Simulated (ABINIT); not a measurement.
# PbO (P4/nmm): a self-consistent loop beyond G0W0, cycle by cycle, part 3 of 3

Wanted: G0W0 and self-consistent gaps of PbO (P4/nmm), with the cost of the cycles.

ABINIT 10.8.3; PBE and many-body steps on it, plane waves. Known limits of the many-body steps: not at the basis limit; no spin-orbit coupling; coarse k mesh.

So far. Step 8 (evGW0, cycle 4): Against the cycle before, the gap moves by +0.003 eV. Step 11 (evGW, cycle 1): Against G0W0 in ABINIT (4×4×2 mesh, 101 bands, screening to 106.1 eV, Godby-Needs plasmon pole), the gap moves by +0.141 eV.

The database entry behind the starting cell differs from later determinations by our own check (c about 1 % long), so it need not match the best structure at ambient conditions.

## (14) evGW, cycle 2

This step: evGW on PBE, plane waves, norm-conserving pseudopotentials.

Contents of run.abi:

```
acell 3*1.0 Angstrom
rprim 
  3.960000000000 0.000000000000 0.000000000000
  0.000000000000 3.960000000000 0.000000000000
  0.000000000000 0.000000000000 5.070000000000
ntypat 2
znucl 82 8
natom 4
typat 1 1 2 2
xred 
  0.000000000000 0.500000000000 0.239357705921
  0.500000000000 0.000000000000 0.760642294079
  -0.000000000000 0.000000000000 0.000000000000
  0.500000000000 0.500000000000 0.000000000000
pp_dirpath "pseudos"
pseudos "Pb.upf, O.upf"
ecut 42
ngkpt 4 4 2
nshiftk 1
shiftk 0 0 0
kptopt 1
chksymbreak 0
istwfk *1
occopt 1
irdwfk 1
optdriver 4
nband 101
gwcalctyp 10
ecutsigx 42
symsigma 1
nkptgw 12
kptgw 
  0.0000000000 0.0000000000 0.0000000000
  0.2500000000 0.0000000000 0.0000000000
  0.5000000000 0.0000000000 0.0000000000
  0.2500000000 0.2500000000 0.0000000000
  0.5000000000 0.2500000000 0.0000000000
  0.5000000000 0.5000000000 0.0000000000
  0.0000000000 0.0000000000 0.5000000000
  0.2500000000 0.0000000000 0.5000000000
  0.5000000000 0.0000000000 0.5000000000
  0.2500000000 0.2500000000 0.5000000000
  0.5000000000 0.2500000000 0.5000000000
  0.5000000000 0.5000000000 0.5000000000
bdgw 
  21 32
  21 32
  21 32
  21 32
  21 32
  21 32
  21 32
  21 32
  21 32
  21 32
  21 32
  21 32
ecuteps 3.9
irdscr 1
ppmodel 1
irdqps 1
indata_prefix "in"
outdata_prefix "out"
tmpdata_prefix "tmp"
```

The run is started by

```bash
$ OMP_NUM_THREADS=1 mpirun -n 8 abinit run.abi > log
```

Numbers of over 12 decimals in the logs are rounded to 6 here.

Log:

```text
.Version 10.8.3 of ABINIT. v10.8.2 released Aug 2026.

 Symmetries : space group P4/n m m (#129); Bravais tP (primitive tetrag.)
[... echo of the input left out ...]
== DATASET  1 ==================================================================
-   mpi_nproc: 8, omp_nthreads: 1 (-1 if OMP is not activated)

--- !DatasetInfo
iteration_state: {dtset: 1, }
dimensions: {natom: 4, nkpt: 12, mband: 101, nsppol: 1, nspinor: 1, nspden: 1, mpw: 7032, }
cutoff_energies: {ecut:  42.0, pawecutdg:  -1.0, }
[...]
.  kptgw no:  3; Maximum DeltaE = (  -0.011  -0.000) for band index:  1
[...]
.  kptgw no: 11; Maximum DeltaE = (  -0.014   0.000) for band index:  2
.  kptgw no: 12; Maximum DeltaE = (  -0.014  -0.000) for band index:  1

== END DATASET(S) ==============================================================
================================================================================

 -outvars: echo values of variables after computation  --------
           etotal      0.0000000000E+00
            nband         101
             nkpt          12
          spgroup         129
 [... the other variables as echoed above ...]

 Calculation completed.
```

It took 79 s on 8 MPI ranks of AMD EPYC 9R45, shared host; peak memory 4.8 GiB.

Numbers from this step:

```yaml
quasiparticle_gap_on_the_mesh: 1.298 eV
gap_of_the_density_functional_on_the_mesh: 1.117 eV
k_of_the_valence_top: 0, 0, 0
k_of_the_conduction_bottom: 0.5, 0.5, 0
least_direct_quasiparticle_gap_on_the_computed_points: 2.21 eV
```

Against the cycle before, the gap moves by +0.018 eV.

## (15) Screening, 4×4×2 mesh, 101 bands, screening to 106.1 eV

This step: RPA screening on PBE, plane waves, norm-conserving pseudopotentials.

Contents of run.abi:

```
acell 3*1.0 Angstrom
rprim 
  3.960000000000 0.000000000000 0.000000000000
  0.000000000000 3.960000000000 0.000000000000
  0.000000000000 0.000000000000 5.070000000000
ntypat 2
znucl 82 8
natom 4
typat 1 1 2 2
xred 
  0.000000000000 0.500000000000 0.239357705921
  0.500000000000 0.000000000000 0.760642294079
  -0.000000000000 0.000000000000 0.000000000000
  0.500000000000 0.500000000000 0.000000000000
pp_dirpath "pseudos"
pseudos "Pb.upf, O.upf"
ecut 42
ngkpt 4 4 2
nshiftk 1
shiftk 0 0 0
kptopt 1
chksymbreak 0
istwfk *1
occopt 1
irdwfk 1
optdriver 3
nband 101
ecuteps 3.9
inclvkb 2
awtr 1
symchi 1
gwcalctyp 10
mbpt_sciss 0.754 eV
nqptdm 1
qptdm 
  0 0 0
indata_prefix "in"
outdata_prefix "out"
tmpdata_prefix "tmp"
```

Log:

```text
.Version 10.8.3 of ABINIT. v10.8.2 released Aug 2026.

 Symmetries : space group P4/n m m (#129); Bravais tP (primitive tetrag.)
[... echo of the input left out ...]
== DATASET  1 ==================================================================
-   mpi_nproc: 8, omp_nthreads: 1 (-1 if OMP is not activated)

--- !DatasetInfo
iteration_state: {dtset: 1, }
dimensions: {natom: 4, nkpt: 12, mband: 101, nsppol: 1, nspinor: 1, nspden: 1, mpw: 7032, }
cutoff_energies: {ecut:  42.0, pawecutdg:  -1.0, }
[...]
[... chi0 elements left out ...]
 For q-point:  0.000010 0.000020 0.000030
  dielectric constant =   5.7702
  dielectric constant without local fields =   6.4798

  Average fulfillment of the sum rule on Im[epsilon] for q-point    1 :     52.90  [%]
[... wings left out ...]
== END DATASET(S) ==============================================================
================================================================================

 -outvars: echo values of variables after computation  --------
           etotal      0.0000000000E+00
            nband         101
             nkpt          12
          spgroup         129
 [... the other variables as echoed above ...]

 Calculation completed.
```

Run time: 9.3 s. Hardware: 8 MPI ranks; peak memory 3 GiB; 73 s of CPU time.

Numbers from this step:

| Property | Result |
| --- | --- |
| ε∞ with local fields, on this mesh, along the program's q direction | 5.770 |
| the same without local fields | 6.480 |
| plasma frequency | 31.16 eV |
| plane waves in the screening matrix | 213 |

This screening uses the functional's bands under a rigid shift, the mean opening of the cycle before.

## (16) Screening, 4×4×2 mesh, 101 bands, screening to 106.1 eV

This step: RPA screening on PBE from quasiparticle energies, plane waves, norm-conserving pseudopotentials.

run.abi, as its differences from that of step 15:

```diff
@@ -31,7 +31,17 @@
 symchi 1
+irdqps 1
 gwcalctyp 10
-mbpt_sciss 0.754 eV
-nqptdm 1
+nqptdm 11
 qptdm 
-  0 0 0
+  0.2500000000 0.0000000000 0.0000000000
+  0.5000000000 0.0000000000 0.0000000000
+  0.2500000000 0.2500000000 0.0000000000
+  0.5000000000 0.2500000000 0.0000000000
+  0.5000000000 0.5000000000 0.0000000000
+  0.0000000000 0.0000000000 0.5000000000
+  0.2500000000 0.0000000000 0.5000000000
+  0.5000000000 0.0000000000 0.5000000000
+  0.2500000000 0.2500000000 0.5000000000
+  0.5000000000 0.2500000000 0.5000000000
+  0.5000000000 0.5000000000 0.5000000000
 indata_prefix "in"
```

Contents of mrgscr.stdin:

```
2
merged
q0_SCR
out_SCR
1
```

The run is started by

```bash
$ OMP_NUM_THREADS=1 mpirun -n 8 abinit run.abi > log; mrgscr < mrgscr.stdin
```

Log:

```text
.Version 10.8.3 of ABINIT. v10.8.2 released Aug 2026.

 Symmetries : space group P4/n m m (#129); Bravais tP (primitive tetrag.)
[... echo of the input left out ...]
== DATASET  1 ==================================================================
-   mpi_nproc: 8, omp_nthreads: 1 (-1 if OMP is not activated)

--- !DatasetInfo
iteration_state: {dtset: 1, }
dimensions: {natom: 4, nkpt: 12, mband: 101, nsppol: 1, nspinor: 1, nspden: 1, mpw: 7032, }
cutoff_energies: {ecut:  42.0, pawecutdg:  -1.0, }
[...]
q-point number  1        q = ( 0.250000, 0.000000, 0.000000) [r.l.u.]
--------------------------------------------------------------------------------
[... chi0 elements left out ...]
  Average fulfillment of the sum rule on Im[epsilon] for q-point    2 :     68.64  [%]

--------------------------------------------------------------------------------
  q-point number  2        q = ( 0.500000, 0.000000, 0.000000) [r.l.u.]
--------------------------------------------------------------------------------
[... chi0 elements left out ...]
  Average fulfillment of the sum rule on Im[epsilon] for q-point    3 :     61.13  [%]

 [... 9 further q-points ...]
```

Run time: 19 s. Hardware: 8 MPI ranks; peak memory 3 GiB; 2.5 min of CPU time.

Numbers from this step:

* plasma frequency: 31.16 eV
* plane waves in the screening matrix: 213

This screening reads the quasiparticle levels of the cycle before.

## (17) evGW, cycle 3

This step: evGW on PBE, plane waves, norm-conserving pseudopotentials.

run.abi, as its differences from that of step 16:

```diff
@@ -25,12 +25,10 @@
 irdwfk 1
-optdriver 3
+optdriver 4
 nband 101
-ecuteps 3.9
-inclvkb 2
-awtr 1
-symchi 1
-irdqps 1
 gwcalctyp 10
-nqptdm 11
-qptdm 
+ecutsigx 42
+symsigma 1
+nkptgw 12
+kptgw 
+  0.0000000000 0.0000000000 0.0000000000
   0.2500000000 0.0000000000 0.0000000000
@@ -46,2 +44,19 @@
   0.5000000000 0.5000000000 0.5000000000
+bdgw 
+  21 32
+  21 32
+  21 32
+  21 32
+  21 32
+  21 32
+  21 32
+  21 32
+  21 32
+  21 32
+  21 32
+  21 32
+ecuteps 3.9
+irdscr 1
+ppmodel 1
+irdqps 1
 indata_prefix "in"
```

The run is started by

```bash
$ OMP_NUM_THREADS=1 mpirun -n 8 abinit run.abi > log
```

Log:

```text
.Version 10.8.3 of ABINIT. v10.8.2 released Aug 2026.

 Symmetries : space group P4/n m m (#129); Bravais tP (primitive tetrag.)
[... echo of the input left out ...]
== DATASET  1 ==================================================================
-   mpi_nproc: 8, omp_nthreads: 1 (-1 if OMP is not activated)

--- !DatasetInfo
iteration_state: {dtset: 1, }
dimensions: {natom: 4, nkpt: 12, mband: 101, nsppol: 1, nspinor: 1, nspden: 1, mpw: 7032, }
cutoff_energies: {ecut:  42.0, pawecutdg:  -1.0, }
[...]
.  kptgw no:  3; Maximum DeltaE = (  -0.005  -0.000) for band index:  1
[...]
.  kptgw no: 11; Maximum DeltaE = (   0.001   0.000) for band index:  1
.  kptgw no: 12; Maximum DeltaE = (  -0.001  -0.000) for band index:  3

== END DATASET(S) ==============================================================
================================================================================

 -outvars: echo values of variables after computation  --------
           etotal      0.0000000000E+00
            nband         101
             nkpt          12
          spgroup         129
 [... the other variables as echoed above ...]

 Calculation completed.
```

Elapsed: 79 s, on 8 MPI ranks; peak memory 4.8 GiB; 11 min of CPU time.

This step gave:

- quasiparticle gap on the mesh: 1.299 eV
- gap of the density functional on the mesh: 1.117 eV
- k of the valence top: 0, 0, 0
- k of the conduction bottom: 0.5, 0.5, 0
- least direct quasiparticle gap on the computed points: 2.21 eV

Against the cycle before, the gap moves by +0.001 eV.

## (18) The runs together

Times are wall times on 8 MPI ranks of AMD EPYC 9R45, shared host, good to a factor of about two. A run's time includes the screening step that it read.

```
           run   mesh  bands  screening cutoff (eV)  DFT gap (eV)  gap on the mesh (eV)  direct (eV)  ε∞ used     time
          G0W0  4×4×2    101                  106.1         1.117                 1.139        2.021     6.49     33 s
evGW0, cycle 1  4×4×2    101                  106.1         1.117                 1.126        1.966     6.49  1.8 min
evGW0, cycle 2  4×4×2    101                  106.1         1.117                 1.170        2.055     6.49  1.8 min
evGW0, cycle 3  4×4×2    101                  106.1         1.117                 1.157        2.030     6.49  1.8 min
evGW0, cycle 4  4×4×2    101                  106.1         1.117                 1.160        2.036     6.49  1.8 min
 evGW, cycle 1  4×4×2    101                  106.1         1.117                 1.280        2.189     5.90  1.8 min
 evGW, cycle 2  4×4×2    101                  106.1         1.117                 1.298        2.210     5.78  1.8 min
 evGW, cycle 3  4×4×2    101                  106.1         1.117                 1.299        2.210     5.77  1.8 min
```

## (19) Summary of results

```yaml
g0w0: 1.139 eV
evgw0_cycle_1: 1.126 eV
evgw0_cycle_2: 1.170 eV
evgw0_cycle_3: 1.157 eV
evgw0_cycle_4: 1.160 eV
evgw_cycle_1: 1.280 eV
evgw_cycle_2: 1.298 eV
evgw_cycle_3: 1.299 eV
known_limits: not at the basis limit; no spin-orbit coupling; coarse k mesh
```

In words: Only the bands that the input lists are updated; the others, empty or deep, keep the functional's energies or take a rigid shift. The evGW loop starts from the last levels of evGW0, so its cycles and time come on top of those. evGW0 ends at 1.16 eV, +0.02 eV from G0W0, after 4 cycles that took 5.3 min beside the first screening; the last moved the gap by 0.003 eV. evGW ends at 1.30 eV, +0.16 eV from G0W0, after 3 cycles that took 5.3 min beside the first screening; the last moved the gap by 0.001 eV. Bands and cutoff are finite, so the gap is not at the basis limit. The miss can reach some tenths of an eV and take either sign; the mesh is an error of its own. The 4×4×2 mesh is coarse for this cell, which bears on the long-range parts of exchange and screening. Where an edge is built on 6p states of lead, bismuth or thallium, scalar-relativistic gaps usually stand too wide, by a few tenths to over one eV. In the updated screening the q = 0 part is built from Kohn-Sham bands under a rigid shift, the other q from the quasiparticle levels. The many-body steps are scalar-relativistic: spin-orbit coupling is not in them.

[Paths, hosts, dates, memory and timing lines, banners, echoed tables and standing remarks are left out of the program output.]

[Logs are printed without paths, hosts, clocks, repeated set-up lines and the standing remarks that a program may print on its own settings, such as how far it seeks lower states.]

[Runs of the session that timed out or met a known fault of the program may be left out.]

[Hosts, paths, dates, database ids (printed as entryN), source tags and the programs' standing remarks are cut or masked in the printed files.]

[G0W0 gaps are taken among the corrected bands and points alone; a level outside them can change the order at an edge.]

[Where Ansatz stands beside ABINIT at settings called matched, ABINIT's density can come from a denser mesh and the files from another edition; pairs whose starting gaps differed by over 0.03 eV were left out, so agreement reads better than it is.]
